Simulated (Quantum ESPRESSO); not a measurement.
# Zn K ELNES/XANES of KZnF3 (Pm-3m) from DFT

What does one-electron theory with a core hole give for the Zn K edge of KZnF3 (Pm-3m)?

Method: X-ray absorption near-edge structure, plane-wave PAW PBE, one-electron final states by a Lanczos continued fraction, in Quantum ESPRESSO 7.5.

Report form: the programs' logs are mostly left out.

## 1. The starting structure

It takes space group Pm-3m (No. 221, cubic). The conventional cell has a = 4.050 Å, b = 4.050 Å, c = 4.050 Å, α = 90.00°, β = 90.00°, γ = 90.00°. Nearest to Zn lie 6 F at 2.02 Å. Nearest to K lie 12 F at 2.86 Å. F has 2 Zn at 2.02 Å and 4 K at 2.86 Å nearest. Farther neighbours and most contacts between anions are not listed.

As a file:

```cif
data_structure
_symmetry_space_group_name_H-M 'P 1'
_symmetry_Int_Tables_number 1
_cell_length_a 4.0500
_cell_length_b 4.0500
_cell_length_c 4.0500
_cell_angle_alpha 90.000
_cell_angle_beta 90.000
_cell_angle_gamma 90.000
_cell_volume 66.43
loop_
_atom_site_label
_atom_site_type_symbol
_atom_site_fract_x
_atom_site_fract_y
_atom_site_fract_z
_atom_site_occupancy
Zn1 Zn 0.50000 0.50000 0.50000 1
K2 K 0.00000 0.00000 0.00000 1
F3 F 0.50000 0.00000 0.50000 1
F4 F 0.00000 0.50000 0.50000 1
F5 F 0.50000 0.50000 0.00000 1
```

## 2. The field without a hole

A plain self-consistent run shows whether there is a gap, which decides the set-up of the core-hole run.

The input, scf.in:

```
&control
   calculation='scf', prefix='x', pseudo_dir='../pp', outdir='tmp', tprnfor=.true.
/
&system
   ibrav=0, nat=5, ntyp=3, nbnd=26
   ecutwfc=62, ecutrho=400
   occupations='smearing', smearing='mv', degauss=0.015
/
&electrons
   conv_thr=5.0e-08, electron_maxstep=120
   mixing_beta=0.5
/
ATOMIC_SPECIES
Zn3 1.0 Zn.pbe-dn-kjpaw.UPF
K 1.0 K.pbe-spn-kjpaw.UPF
F 1.0 F.pbe-n-kjpaw.UPF
CELL_PARAMETERS angstrom
  4.05000000 0.00000000 0.00000000
  0.00000000 4.05000000 0.00000000
  0.00000000 0.00000000 4.05000000
ATOMIC_POSITIONS crystal
Zn3  0.50000000 0.50000000 0.50000000
K    0.00000000 0.00000000 0.00000000
F    0.50000000 0.00000000 0.50000000
F    0.00000000 0.50000000 0.50000000
F    0.50000000 0.50000000 0.00000000
K_POINTS automatic
7 7 7 0 0 0
```

The input, Zn.pbe-dn-kjpaw.ld1.in:

```
&input
   title='Zn', zed=30., rel=1, iswitch=3, dft='PBE',
   config='[Ar] 4s2 4p0.3 3d9.7'
/
&inputp
   file_pseudopw='Zn.pbe-dn-kjpaw.UPF', author='',
   lpaw=.true.,
   pseudotype=3,
   lloc=-1,
   rcloc=1.9,
   which_augfun='PSQ',
   rmatch_augfun_nc=.true.,
   nlcc=.true.,
   new_core_ps=.true.,
   rcore=1.0,
   tm=.true.,
   lgipaw_reconstruction=.true., use_paw_as_gipaw=.true.
/
6
4S  1  0  2.00  0.00  1.20  2.20  0.0
4S  1  0  0.00  6.10  1.20  2.20  0.0
4P  2  1  0.30  0.00  1.20  2.20  0.0
4P  2  1  0.00  6.30  1.20  2.20  0.0
3D  3  2  9.70  0.00  1.20  1.70  0.0
3D  3  2  0.00 -0.80  1.20  1.70  0.0
```

The input, K.pbe-spn-kjpaw.ld1.in:

```
&input
   title='K', zed=19., rel=1, iswitch=3, dft='PBE',
   config='[Ar] 4s1 4p0 3d-1'
/
&inputp
   file_pseudopw='K.pbe-spn-kjpaw.UPF', author='',
   lpaw=.true.,
   pseudotype=3,
   lloc=-1,
   rcloc=1.5,
   which_augfun='PSQ',
   rmatch_augfun_nc=.true.,
   nlcc=.true.,
   new_core_ps=.true.,
   rcore=1.0,
   tm=.true.,
   lgipaw_reconstruction=.true., use_paw_as_gipaw=.true.
/
6
3S  1  0  2.00  0.00  1.20  1.30  0.0
4S  2  0  1.00  0.00  1.20  1.30  0.0
3P  2  1  6.00  0.00  1.40  1.60  0.0
4P  3  1  0.00  0.00  1.40  1.60  0.0
3D  3  2  0.00  0.05  1.20  1.70  0.0
3D  3  2  0.00  1.00  1.20  1.70  0.0
```

The input, F.pbe-n-kjpaw.ld1.in:

```
&input
   title='F', zed=9., rel=1, iswitch=3, dft='PBE',
   config='[He] 2s2 2p5'
/
&inputp
   file_pseudopw='F.pbe-n-kjpaw.UPF', author='',
   lpaw=.true.,
   pseudotype=3,
   lloc=-1,
   rcloc=0.9,
   which_augfun='PSQ',
   rmatch_augfun_nc=.true.,
   nlcc=.true.,
   new_core_ps=.true.,
   rcore=0.7,
   tm=.true.,
   lgipaw_reconstruction=.true., use_paw_as_gipaw=.true.
/
4
2S  1  0  2.00  0.00  1.00  1.30  0.0
2S  1  0  0.00  0.40  1.00  1.30  0.0
2P  2  1  5.00  0.00  0.90  1.40  0.0
2P  2  1  0.00  0.15  0.90  1.40  0.0
```

The run is started by

```bash
OMP_NUM_THREADS=1 mpirun --oversubscribe --bind-to none -np 4 pw.x -nk 4 -in scf.in > scf.out
```

Run time: 9 s. Hardware: 4 MPI ranks of Intel Xeon 6975P-C (Granite Rapids), shared host; peak memory 0.15 GiB; 35 s of CPU time.

Absorbing atoms carry a label of their own (element plus a letter or digit), as the spectrum program needs them as separate species.

The mesh shows a gap of 3.91 eV, so the hole is first treated in a charged cell, without the excited electron.

## 3. Spectrum without a core hole, Zn atom 1

This cheap baseline ignores the attraction of the hole: it shows the absorber's empty states as they are in the ground state.

The absorber has 6 F at 2.02 Å (octahedral, site symmetry m-3m).

The input, xspectra.in:

```
&input_xspectra
   calculation='xanes_dipole', edge='K'
   prefix='x', outdir='tmp', xiabs=1, xe0=6.149
   xonly_plot=.false., x_save_file='xanes.sav'
   xniter=3000, xcheck_conv=20, xerror=0.005
   xcoordcrys=.false., xepsilon(1)=1, xepsilon(2)=0, xepsilon(3)=0
/
&plot
   xnepoint=413, xemin=-10, xemax=45, terminator=.true., cut_occ_states=.true.
   xgamma=0.4
/
&pseudos
   filecore='../Zn.wfc'
/
&cut_occ
   cut_desmooth=0.1, cut_stepl=0.05, cut_stepu=0.05, cut_ierror=1e-5
/
5 5 5 0 0 0
```

The run is started by

```bash
OMP_NUM_THREADS=1 mpirun --oversubscribe --bind-to none -np 4 xspectra.x -nk 4 -in xspectra.in > xspectra.out
```

The job ended after 18 s (4 MPI ranks; peak memory 0.12 GiB; 72 s of CPU time).

The core hole lives too briefly for so narrow a line (tabulated full width 1.7 eV). The run keeps xgamma small, and the tables are broadened afterwards: Lorentzian half width 0.83 eV up to 4 eV, rising linearly to 1.75 eV at 25 eV (not a setting of the program: the run's 0.4 eV curve was folded afterwards with a further Lorentzian).

The Zn K spectrum, Zn atom 1, no core hole (energy from the lowest empty level; intensity scaled to a mean of 1 over the first 20 eV; folded afterwards to Lorentzian half width 0.83 eV up to 4 eV, rising linearly to 1.75 eV at 25 eV; the points at xe0, where the cut of filled states can leave a spike, are interpolated):

```tsv
E (eV)	intensity
-2.0	0.06
-1.4	0.07
-0.8	0.08
-0.2	0.09
0.4	0.10
1.0	0.13
1.6	0.16
2.2	0.20
2.8	0.26
3.4	0.32
4.0	0.40
4.6	0.50
5.2	0.65
5.8	0.74
6.4	0.76
7.0	0.80
7.6	0.87
8.2	1.05
8.8	1.41
9.4	1.78
10.0	2.11
10.6	2.38
11.2	2.39
11.8	2.08
12.4	1.72
13.0	1.46
13.6	1.23
14.2	1.01
14.8	0.85
15.4	0.79
16.0	0.80
16.6	0.89
17.2	1.01
17.8	1.10
18.4	1.13
19.0	1.09
19.6	1.02
20.2	0.95
20.8	0.90
21.4	0.90
22.0	0.96
22.6	1.05
23.2	1.12
23.8	1.13
24.4	1.09
25.0	1.00
25.6	0.91
26.2	0.85
26.8	0.79
27.4	0.73
28.0	0.67
28.6	0.62
29.2	0.60
29.8	0.60
30.4	0.62
31.0	0.67
31.6	0.72
```

Main maxima below 30 eV (height): 10.9 eV (2.43), 18.3 eV (1.13) and 23.6 eV (1.14). A K edge sees empty p states on the absorber.

## 4. Supercell without a hole, the energy reference

The photon energy needs a difference of total energies, so the cell and mesh of the coming hole run are first run without a hole.

The input, scf.in:

```
&control
   calculation='scf', prefix='x', pseudo_dir='../pp', outdir='tmp', tprnfor=.true.
/
&system
   ibrav=0, nat=10, ntyp=3, nbnd=46
   ecutwfc=62, ecutrho=400
   occupations='fixed'
/
&electrons
   conv_thr=1.0e-07, electron_maxstep=120
   mixing_beta=0.5
/
ATOMIC_SPECIES
Zn 1.0 Zn.pbe-dn-kjpaw.UPF
K 1.0 K.pbe-spn-kjpaw.UPF
F 1.0 F.pbe-n-kjpaw.UPF
CELL_PARAMETERS angstrom
  4.05000000 0.00000000 4.05000000
  0.00000000 4.05000000 4.05000000
  -4.05000000 0.00000000 4.05000000
ATOMIC_POSITIONS crystal
Zn   0.25000000 0.50000000 0.75000000
Zn   0.75000000 0.50000000 0.25000000
K    0.00000000 0.00000000 0.00000000
K    0.50000000 0.00000000 0.50000000
F    0.50000000 0.00000000 0.00000000
F    0.00000000 0.00000000 0.50000000
F    0.00000000 0.50000000 0.00000000
F    0.50000000 0.50000000 0.50000000
F    0.00000000 0.50000000 0.50000000
F    0.50000000 0.50000000 0.00000000
K_POINTS automatic
5 5 5 0 0 0
```

The run is started by

```bash
OMP_NUM_THREADS=1 mpirun --oversubscribe --bind-to none -np 4 pw.x -nk 4 -in scf.in > scf.out
```

Run time: 22 s. Hardware: 4 MPI ranks; peak memory 0.26 GiB; 88 s of CPU time.

Reference energy: -146837.165 eV with the cores included.

## 5. The atom with a core hole

The frozen core must hold the hole, so the absorber gets a data set of its own.

The input, Zn.pbe-dn-kjpaw-1sch.ld1.in:

```
&input
   title='Zn', zed=30., rel=1, iswitch=3, dft='PBE',
   config='1s1 2s2 2p6 3s2 3p6 4s2 4p1 3d10'
/
&inputp
   file_pseudopw='Zn.pbe-dn-kjpaw-1sch.UPF', author='',
   lpaw=.true.,
   pseudotype=3,
   lloc=-1,
   rcloc=1.9,
   which_augfun='PSQ',
   rmatch_augfun_nc=.true.,
   nlcc=.true.,
   new_core_ps=.true.,
   rcore=1.0,
   tm=.true.,
   zval=13,
   lgipaw_reconstruction=.true., use_paw_as_gipaw=.true.
/
6
4S  1  0  2.00  0.00  1.08  2.20  0.0
4S  1  0  0.00  6.10  1.08  2.20  0.0
4P  2  1  1.00  0.00  1.08  2.20  0.0
4P  2  1  0.00  6.30  1.08  2.20  0.0
3D  3  2  10.00  0.00  1.08  1.70  0.0
3D  3  2  0.00  -0.80  1.08  1.70  0.0
```

The run is started by

```bash
ld1.x < Zn.pbe-dn-kjpaw-1sch.ld1.in > Zn.pbe-dn-kjpaw-1sch.ld1.out
```

Wall time 0.78 s (1 MPI rank); peak memory 0.13 GiB.

Removing the core electron and adding it to the valence shell costs the free atom 9695.0 eV.

## 6. Supercell with FCH, Zn atom 1

The holes are 5.7 Å apart. The excited electron is left out and a uniform background balances the charge.

scf.in: that of step 4 with these lines changed.

```diff
@@ -4,5 +4,6 @@
 &system
-   ibrav=0, nat=10, ntyp=3, nbnd=46
+   ibrav=0, nat=10, ntyp=4, nbnd=46
    ecutwfc=62, ecutrho=400
    occupations='fixed'
+   tot_charge=1
 /
@@ -13,2 +14,3 @@
 ATOMIC_SPECIES
+Zn0 1.0 Zn.pbe-dn-kjpaw-1sch.UPF
 Zn 1.0 Zn.pbe-dn-kjpaw.UPF
@@ -21,3 +23,3 @@
 ATOMIC_POSITIONS crystal
-Zn   0.25000000 0.50000000 0.75000000
+Zn0  0.25000000 0.50000000 0.75000000
 Zn   0.75000000 0.50000000 0.25000000
```

The run is started by

```bash
OMP_NUM_THREADS=1 mpirun --oversubscribe --bind-to none -np 4 pw.x -nk 4 -in scf.in > scf.out
```

Elapsed: 25 s, on 4 MPI ranks; peak memory 0.26 GiB.

Energy with the hole: -137148.228 eV, cores included.

## 7. Spectrum with FCH, Zn atom 1

The Lanczos recursion gives the spectrum without computing empty bands; each polarisation needs a run of its own on the full k mesh. xe0 is set between filled and empty states, and states below it are cut. The file of filecore holds the core orbital, taken from the hole-free data set.

xspectra.in: that of step 3 with these lines changed.

```diff
@@ -2,3 +2,3 @@
    calculation='xanes_dipole', edge='K'
-   prefix='x', outdir='tmp', xiabs=1, xe0=6.149
+   prefix='x', outdir='tmp', xiabs=1, xe0=5.0905
    xonly_plot=.false., x_save_file='xanes.sav'
```

The run is started by

```bash
OMP_NUM_THREADS=1 mpirun --oversubscribe --bind-to none -np 4 xspectra.x -nk 4 -in xspectra.in > xspectra.out
```

Elapsed: 73 s, on 4 MPI ranks; peak memory 0.21 GiB; 4.8 min of CPU time.

The Zn K spectrum, Zn atom 1, full core hole (charged cell) (energy from the lowest empty level; intensity scaled to a mean of 1 over the first 20 eV; folded afterwards to Lorentzian half width 0.83 eV up to 4 eV, rising linearly to 1.75 eV at 25 eV; the points at xe0, where the cut of filled states can leave a spike, are interpolated):

```tsv
E (eV)	intensity
-2.0	0.07
-1.4	0.07
-0.8	0.08
-0.2	0.10
0.4	0.11
1.0	0.14
1.6	0.17
2.2	0.20
2.8	0.26
3.4	0.38
4.0	0.56
4.6	0.71
5.2	0.87
5.8	1.24
6.4	1.68
7.0	1.79
7.6	1.64
8.2	1.61
8.8	1.73
9.4	1.92
10.0	2.17
10.6	2.15
11.2	1.88
11.8	1.65
12.4	1.34
13.0	1.05
13.6	0.89
14.2	0.80
14.8	0.71
15.4	0.62
16.0	0.57
16.6	0.56
17.2	0.60
17.8	0.68
18.4	0.78
19.0	0.86
19.6	0.86
20.2	0.81
20.8	0.74
21.4	0.69
22.0	0.69
22.6	0.72
23.2	0.78
23.8	0.85
24.4	0.89
25.0	0.89
25.6	0.84
26.2	0.75
26.8	0.65
27.4	0.59
28.0	0.54
28.6	0.51
29.2	0.49
29.8	0.49
30.4	0.49
31.0	0.51
31.6	0.53
```

Main maxima below 30 eV (height): 6.8 eV (1.81), 10.3 eV (2.21), 19.4 eV (0.87) and 24.7 eV (0.90). 

The hole costs E(hole) − E(ground) = 9688.94 eV, and the lowest empty level of the hole cell lies at 6.80 eV, which puts the zero at 9695.74 eV. One term is added: -30.96 eV, since the hole is spin-paired here and a spin-polarised one costs that much less in the free atom (computed apart). The photon energy is then 9664.78 eV. The tabulated edge of the element is 9659 eV. The functional and the charged cell's background leave an error of a few eV in such absolute values.

## 8. Quadrupole spectrum with FCH, Zn atom 1

Pre-edge features of transition metals can come from s→d transitions, which the dipole operator misses, so the quadrupole term is computed on the same field.

Changed against the first core-hole run: operator from dipole to quadrupole.

The input, xspectra.in:

```
&input_xspectra
   calculation='xanes_quadrupole', edge='K'
   prefix='x', outdir='tmp', xiabs=1, xe0=5.0905
   xonly_plot=.false., x_save_file='xanes.sav'
   xniter=3000, xcheck_conv=20, xerror=0.005
   xcoordcrys=.false., xepsilon(1)=1, xepsilon(2)=0, xepsilon(3)=0
   xkvec(1)=0, xkvec(2)=1, xkvec(3)=0
/
&plot
   xnepoint=226, xemin=-8, xemax=22, terminator=.true., cut_occ_states=.true.
   xgamma=0.4
/
&pseudos
   filecore='../Zn.wfc'
/
&cut_occ
   cut_desmooth=0.1, cut_stepl=0.05, cut_stepu=0.05, cut_ierror=1e-5
/
5 5 5 0 0 0
```

Elapsed: 94 s, on 4 MPI ranks; peak memory 0.21 GiB.

Dipole and quadrupole parts on one scale (eps x, k y):

```tsv
E (eV)	dipole	quadrupole × 20
-3.0	0.06	0.00
-2.0	0.07	0.00
-1.0	0.08	0.00
0.0	0.10	0.00
1.0	0.14	0.00
2.0	0.19	0.00
3.0	0.29	0.00
4.0	0.56	0.00
5.0	0.80	0.00
6.0	1.40	0.00
7.0	1.79	0.00
8.0	1.60	0.00
9.0	1.79	0.01
10.0	2.17	0.01
11.0	1.97	0.01
12.0	1.56	0.02
13.0	1.05	0.02
14.0	0.82	0.03
15.0	0.68	0.03
16.0	0.57	0.04
17.0	0.58	0.04
18.0	0.72	0.03
19.0	0.86	0.02
20.0	0.83	0.02
```

## 9. With and without the hole

Both curves are counted from their own zero, so only the shift of weight within the empty states shows.

```tsv
E (eV)	no hole	FCH
-2.0	0.06	0.07
-1.0	0.07	0.08
0.0	0.09	0.10
1.0	0.13	0.14
2.0	0.18	0.19
3.0	0.28	0.29
4.0	0.40	0.56
5.0	0.60	0.80
6.0	0.74	1.40
7.0	0.80	1.79
8.0	0.97	1.60
9.0	1.54	1.79
10.0	2.11	2.17
11.0	2.43	1.97
12.0	1.96	1.56
13.0	1.46	1.05
14.0	1.08	0.82
15.0	0.82	0.68
16.0	0.80	0.57
17.0	0.97	0.58
18.0	1.12	0.72
19.0	1.09	0.86
20.0	0.97	0.83
21.0	0.90	0.72
22.0	0.96	0.69
23.0	1.11	0.76
24.0	1.12	0.87
25.0	1.00	0.89
26.0	0.87	0.78
27.0	0.77	0.63
28.0	0.67	0.54
29.0	0.60	0.50
30.0	0.60	0.49
31.0	0.67	0.51
32.0	0.75	0.54
```

With each curve scaled to its own mean, the area from −2 to 6 eV with the hole is 2.8 against 2.2, and the centre of weight from −1 to 20 eV moves by -1.2 eV: the hole pulls the absorber's empty states down.

## 10. Runs not followed above

These runs aren't followed: redraws of a spectrum that repeat one shown, runs with a planted fault or a state judged unsound, or a program's part that gave no sound spectrum.

| program | step | status | elapsed |
| --- | --- | --- | --- |
| Quantum ESPRESSO | no core hole, redrawn | converged | 1.6 s |
| Quantum ESPRESSO | spectrum with FCH, redrawn | converged | 1.9 s |

## 11. Results

* absorber and edge: Zn K, atom 1 of the ground-state input (counted from 1)
* surroundings: 6 F at 2.02 Å (octahedral, site symmetry m-3m)
* highest intensity below 24 eV: 10.3 eV above the zero, height 2.21
* photon energy of the zero, with the added terms: 9664.8 eV (raw 9695.7 eV; uncertain by a few eV)

What this shows: The Zn K edge of atom 1, with 6 F at 2.02 Å (octahedral, site symmetry m-3m), has its highest intensity of the first 24 eV at 10.3 eV above the zero, near 9675 eV in photon energy (uncertain by a few eV), 2.2 times the mean level of the first 20 eV (Lorentzian half width 0.83 eV up to 4 eV, rising linearly to 1.75 eV at 25 eV (not a setting of the program: the run's 0.4 eV curve was folded afterwards with a further Lorentzian)). With each curve scaled to its own mean, the area from −2 to 6 eV with the hole is 2.8 against 2.2, and the centre of weight from −1 to 20 eV moves by -1.2 eV: the hole pulls the absorber's empty states down. The quadrupole part peaks at 16.7 eV with 0.2 % of the dipole spectrum's mean level. The holes are only 5.7 Å apart, so the shape is probably not converged with cell size; no larger cell was run here. Lifetime broadening is put in by hand, and intensities beyond about 20 eV depend on it and on the partial waves; weight that the partial waves miss at high energy is lost. The structure is a published determination, not relaxed.

[Logs are printed without paths, hosts, clocks, repeated set-up lines and the standing remarks that a program may print on its own settings, such as how far it seeks lower states.]

[Hosts, paths, dates, database ids (printed as entryN), source tags and the programs' standing remarks are cut or masked in the printed files.]

[Lists of maxima count a maximum above −3 eV only where it reaches 4 % of the highest in the window and stands out from its surroundings by 2 % of it (1.5 % where it reaches 55 %); shoulders and weaker maxima are passed over, and of the rest the first, up to two pre-edge ones and the few strongest are named.]
